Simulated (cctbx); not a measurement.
# CeMgSc: as given, inverted or twinned?

Space group P-62m (no. 189), a = 7.5420 Å, b = 7.5420 Å, c = 4.6450 Å, α = 90.00°, β = 90.00°, γ = 120.00°.

| atom | mult. | x | y | z | Ueq (Å²) |
| --- | --- | --- | --- | --- | --- |
| Ce1 | 3 | 0 | 0.4239 | 0 | 0.0081 |
| Sc1 | 2 | 1/3 | 2/3 | 1/2 | 0.0176 |
| Sc2 | 1 | 0 | 0 | 0 | 0.0100 |
| Mg1 | 3 | 0 | 0.7531 | 1/2 | 0.0137 |

The model was made for the exercise: a known structure type with other elements put in, its volume estimated, not relaxed; displacement parameters are assumed.

Data sets are simulated with cctbx and refined with Bijvoet mates kept apart; Flack x is then fitted as the share of an inverted twin with the atoms fixed, Hooft y from the Bijvoet differences. The group is acentric but holds improper operations, so there is an absolute structure (orientation) and no hand.

Untwinned crystal. What Flack and Hooft values should come out?

```csv
λ (Å),extinction (unmodelled),d min (Å),top counts,error (%),model,R1,Flack x,s.u.,Hooft y,s.u.,pairs
0.71073,0,0.77,5000,6,as given,0.0131,-0.06,0.04,-0.034,0.041,88
0.71073,0,0.77,5000,6,inverted,0.0227,1.06,0.04,1.046,0.041,88
1.54184,0,0.83,70000,1.5,as given,0.0036,-0.011,0.002,-0.002,0.003,71
```

With Mo Kα, x is within 3 s.u. of 0, so the absolute structure is right. With Cu Kα, x is close to 0 but 6 s.u. off; with the atoms held fixed the s.u. tends to be too small. Inverting the model turns x into about 1 − x.

[Logs are printed without paths, hosts, clocks, repeated set-up lines and the standing remarks that a program may print on its own settings, such as how far it seeks lower states.]
